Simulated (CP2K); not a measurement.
Two runs for the C K edge of formate. Run A: CP2K XAS_TDP, all-electron GAPW, PBEh(45%), aug-cc-pVTZ, TDA, no relativity. Run B differs in one setting.

First lines with a strength over 0.0015. A:

```tsv
atom	energy (eV)	states	strength, one atom
C2 (bonded to 2 O and H)	283.17	1	0.0748
	284.29	1	0.0072
	285.70	1	0.0024
	285.73	1	0.0021
	286.58	1	0.0145
```

B:

```tsv
atom	energy (eV)	states	strength, one atom
C2 (bonded to 2 O and H)	271.56	1	0.0049
	271.63	1	0.0386
	273.37	1	0.0019
	274.33	1	0.0021
	275.61	1	0.0122
```

Q: Which was it: the functional, GW2X switched on, scalar relativity switched on, the basis?

The functional (functional from PBEh(45%) to PBE; the lines alone don't name the new value). A functional moves all lines by electronvolts and changes their spacings and strengths. For C2 the rule picks another line of the list in the two runs, so no shift is given.

[Banner, clock and machine lines of the logs are left out without a mark of their own.]

[Logs are printed without paths, hosts, clocks, repeated set-up lines and the standing remarks that a program may print on its own settings, such as how far it seeks lower states.]

[Hosts, paths, dates, database ids (printed as entryN), source tags and the programs' standing remarks are cut or masked in the printed files.]
